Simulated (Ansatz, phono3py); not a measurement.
# Heat carried by phonons in LiF (Griceite, Fm-3m), part 4 of 6

How well does the lattice of LiF (Griceite) conduct heat?

Measurements to reproduce:
- thermal conductivity 17.6 W/m/K near room temperature (given in “Combining the AFLOW GIBBS and Elastic Libraries to efficiently and robustly screen thermo-mechanical properties of solids”, 2017, arXiv:1611.05714)
- thermal conductivity 17.6 W/m/K near room temperature (given in “Predicting the lattice thermal conductivity of solids by solving the Boltzmann transport equation: AFLOW - AAPL an automated, accurate and efficient framework”, 2017, arXiv:1611.05481)

Ansatz 0.2.0; DFT LDA, scalar-relativistic, plane waves, PAW.

So far. Step 2 (A first coarse run): The start is under -6.5 GPa at this level and looks like an insulator or semiconductor on this mesh. Step 5 (Tight relaxation): The residual pressure is -0.0052 GPa, small enough for phonons. The relaxed cell has a = 3.909 Å (conventional setting).

### 7. Third-order constants and the Boltzmann equation, k-mesh 9×9×9, third order supercell 3×3×3 (continued)

Distinct triplets, nearest first. Third order norms, by row:

```
   sites  side 1 (Å)  side 2 (Å)  side 3 (Å)  norm of the 27 components (eV/Å³)
Li-Li-Li           0           0           0                                  0
   F-F-F           0           0           0                                  0
  Li-F-F           0        1.95        1.95                              10.53
 Li-F-Li           0        1.95        1.95                              10.55
  Li-F-F        1.95        1.95        2.76                              0.224
 Li-F-Li        1.95        1.95        2.76                              0.258
Li-Li-Li           0        2.76        2.76                              1.404
Li-Li-Li        2.76        2.76        2.76                              0.018
   F-F-F           0        2.76        2.76                              2.686
   F-F-F        2.76        2.76        2.76                              0.207
```

Born charge (rows field, columns displacement) (e), principal values of the symmetric part by kind of site:

```
atom  atoms with these values    low  middle   high   mean
 Li1                        1   1.04    1.04   1.04   1.04
  F2                        1  -1.04   -1.04  -1.04  -1.04
```

In full for F2:

```
-1.04  0.00  0.00
 0.00 -1.04  0.00
 0.00  0.00 -1.04
```

RTA, 300 K. Kappa by branch, by row:

```
branch (by rank)  mean frequency (THz)  mean rms speed (km/s)  median lifetime (ps)  share of kappa
               1                  6.72                   2.13                  1.31           0.168
               2                  7.54                   3.16                  2.31           0.476
               3                  9.65                   2.19                 0.931           0.259
               4                 10.52                   1.58                 0.748           0.038
               5                 11.43                   1.84                 0.569           0.037
               6                 16.58                   3.48                 0.123           0.021
```

The spectral kappa at 300 K by frequency; read off at these points; values in W/m/K/THz:

```
frequency (THz)  relaxation time (W/m/K/THz)  full solution (W/m/K/THz)
           0.25                            0                          0
           0.75                            0                          0
           1.25                         1.83                       1.87
           1.75                        0.947                      0.988
           2.25                         3.11                       3.11
           3.25                         1.29                       1.36
           3.75                         1.60                       1.76
           4.25                        0.954                       1.07
           4.75                         2.38                       2.61
           5.25                         1.84                       2.03
           5.75                         2.31                       2.54
           6.25                         2.33                       2.65
           6.75                         2.99                       3.26
           7.25                         2.55                       2.80
           7.75                         3.12                       3.39
           8.75                         2.09                       2.37
           9.25                         1.60                       1.87
           9.75                         1.42                       1.76
          10.75                        0.753                       1.02
          11.25                        0.478                      0.635
          11.75                        0.354                      0.437
          12.75                        0.103                     0.0901
          13.25                       0.0227                     0.0178
          14.25                        0.125                     0.0472
          14.75                        0.127                     0.0668
          15.25                        0.112                     0.0778
          16.25                       0.0551                     0.0486
          16.75                       0.0635                     0.0540
          17.25                       0.0293                     0.0257
          18.25                       0.0129                    0.00334
          18.75                       0.0152                     1.7e-4
          19.75                       0.0021                   -0.00356
          20.25                       4.1e-6                          0
```

Relaxation-time solution. Table of share of κ carried by shorter paths by mean free path:

```
mean free path (nm)  100 K  300 K  800 K
              0.316      0  0.002  0.022
              0.464      0  0.004  0.058
              0.681      0  0.008  0.113
                  1      0  0.023  0.165
               1.47      0  0.054  0.229
               2.15  0.001  0.091  0.322
               3.16  0.002  0.131  0.426
               4.64  0.005  0.202  0.592
               6.81  0.008  0.291  0.705
                 10   0.01  0.405  0.826
               14.7  0.013  0.567  0.881
               21.5  0.024  0.686  0.903
               31.6  0.063  0.814  0.903
               46.4  0.136  0.868  0.923
               68.1  0.221  0.892  0.923
                100  0.359  0.892      1
                147  0.478  0.914      1
                215  0.618  0.939      1
                316  0.712      1      1
                464  0.749      1      1
                681  0.797      1      1
               1000  0.797      1      1
               1470  0.837      1      1
               2150  0.894      1      1
               3160      1      1      1
```

300 K; a sample spread over frequency. Mode lifetimes, by row, the first 40 of 90 rows:

```
    q1      q2       q3  branch  frequency (THz)  rms speed (km/s)  three-phonon rate (1/ps)  isotope rate (1/ps)  lifetime (ps)  mean free path (nm)
     0       0   0.0588       1            1.109              4.27                    0.0984              1.50e-6           10.2                 43.4
     0  0.0588   0.0588       3             2.24              7.33                     0.143              4.14e-5           6.98                 51.2
     0       0   0.1765       2            3.282              4.05                     0.761              1.75e-4           1.31                 5.33
     0       0   0.1176       3            3.985              7.42                     0.219              3.81e-4           4.56                 33.8
     0  0.1176  -0.1765       1            4.401              3.88                      1.38              5.09e-4          0.726                 2.82
0.0588  0.1176   0.2941       2             4.94              4.36                     0.474              7.25e-4           2.11                 9.17
     0       0   0.2941       2            5.235              3.34                     0.992              8.29e-4           1.01                 3.37
     0  0.0588  -0.2941       1            5.595               3.2                      1.26              9.34e-4          0.793                 2.54
0.0588  0.1765  -0.1765       2            5.912              4.48                     0.233              0.00123           4.28                 19.2
     0  0.1176  -0.2941       1            6.064              2.91                      1.58              9.30e-4          0.631                 1.84
     0  0.0588  -0.3529       1            6.321              2.44                      1.43              8.44e-4          0.697                  1.7
     0  0.1765   0.4118       1            6.534               2.3                     0.605              0.00143           1.65                 3.79
0.0588  0.1765  -0.2941       1            6.658              2.29                      1.35              7.07e-4           0.74                  1.7
     0  0.1765  -0.2353       2            6.824              4.38                     0.253              0.00164           3.92                 17.2
     0       0   0.4706       2             6.94              0.64                      1.31              1.03e-4          0.763                 0.49
     0  0.1176  -0.4118       1            7.025              0.98                      1.31              2.73e-5          0.761                0.745
0.0588  0.1176   0.4706       2            7.114              2.69                      1.16              7.15e-4          0.858                 2.31
0.0588  0.2353  -0.4706       1            7.246              1.49                     0.975              9.11e-4           1.02                 1.52
0.0588  0.3529   0.4706       1            7.366              2.08                     0.324              0.00206           3.06                 6.37
     0  0.4118   0.4118       1            7.442              1.39                     0.123              0.00264           7.95                 11.1
     0  0.1765  -0.2941       2            7.529              3.99                     0.454              0.00169           2.19                 8.75
     0  0.4118   0.4706       1             7.62              0.92                     0.155              0.00302           6.32                 5.81
0.0588  0.3529  -0.3529       1            7.718               1.1                     0.861              9.83e-4           1.16                 1.28
     0  0.4118   0.4706       2            7.787              1.82                     0.138              0.00349           7.08                 12.9
0.0588  0.1176   0.2941       3            7.856              5.64                     0.514              0.00338           1.93                 10.9
     0  0.1765  -0.3529       2            7.999              3.48                      0.63              8.78e-4           1.58                 5.51
     0  0.0588  -0.2353       3            8.208              5.87                       0.4              0.00202           2.49                 14.6
0.0588  0.2353  -0.4706       2            8.362              2.83                     0.818              1.83e-4           1.22                 3.46
0.1176  0.2941  -0.2353       2            8.476               3.4                     0.315              6.67e-4           3.17                 10.8
0.1176  0.2353   0.3529       3            8.711              4.29                     0.729              0.00184           1.37                 5.87
     0  0.2353  -0.4118       2             8.97              2.95                     0.676              1.37e-4           1.48                 4.37
     0       0   0.2941       3            9.169              5.52                      0.28              0.00254           3.54                 19.5
     0  0.2941   0.2941       3            9.376              3.96                      1.12               0.0119          0.884                  3.5
0.1765  0.4118  -0.3529       2            9.479              2.25                     0.343              0.00433           2.88                 6.49
     0  0.1765  -0.3529       3            9.557              0.92                     0.836                0.201          0.965                0.886
     0  0.1176  -0.4118       3            9.629              0.74                     0.777                0.283          0.944                0.698
     0  0.0588  -0.4706       3            9.677              0.48                     0.711                 0.37          0.925                0.447
     0  0.0588   0.4706       3            9.737              0.91                     0.753                0.321          0.931                0.848
     0  0.1765  -0.4118       3             9.81              1.19                     0.878                0.348          0.815                0.971
0.0588  0.1176   0.2353       4            9.878              1.93                      1.09                0.261          0.742                 1.43
```

Without the LO-TO term. Gamma linewidths, by row:

```
branch  frequency (cm⁻¹)  three-phonon rate (1/ps)  isotope rate (1/ps)  FWHM (cm⁻¹)
     4             339.2                       1.3                0.286         8.45
     5             339.2                       1.3                0.286         8.45
     6             339.2                       1.3                0.286         8.45
```

W/m/K, third of the trace; RTA populations with a boundary rate v/L added to each mode (Matthiessen's rule). Kappa by grain size, by row:

```
T (K)   bulk  10 nm  30 nm  100 nm  300 nm  1000 nm  10000 nm  100000 nm
  100  90.81  8.004  17.99   35.46   53.39    69.67     86.59      90.32
  300  19.65  8.927   12.9    16.2   18.01    19.03     19.58      19.64
  600  9.383  5.871  7.428   8.492   9.007    9.256      9.37      9.382
```

W/m/K, third of the trace; RTA populations with the isotope rates scaled. Kappa by mass disorder, by row:

```
T (K)  no isotopes  as typed  variance x 3  variance x 10  variance x 30
  100        93.89     90.81         86.94          77.68          63.09
  300        20.05     19.65          19.1          18.04          16.45
  600        9.491     9.383         9.212          8.822          8.231
```

At 300 K the relaxation-time value is 20.0 W/(m K).

(Part 4 of 6 ends here.)

[Logs are printed without paths, hosts, clocks, repeated set-up lines and the standing remarks that a program may print on its own settings, such as how far it seeks lower states.]

[Hosts, paths, dates, database ids (printed as entryN), source tags and the programs' standing remarks are cut or masked in the printed files.]

[A step with changed settings may run another functional than the one named; its input shows which.]
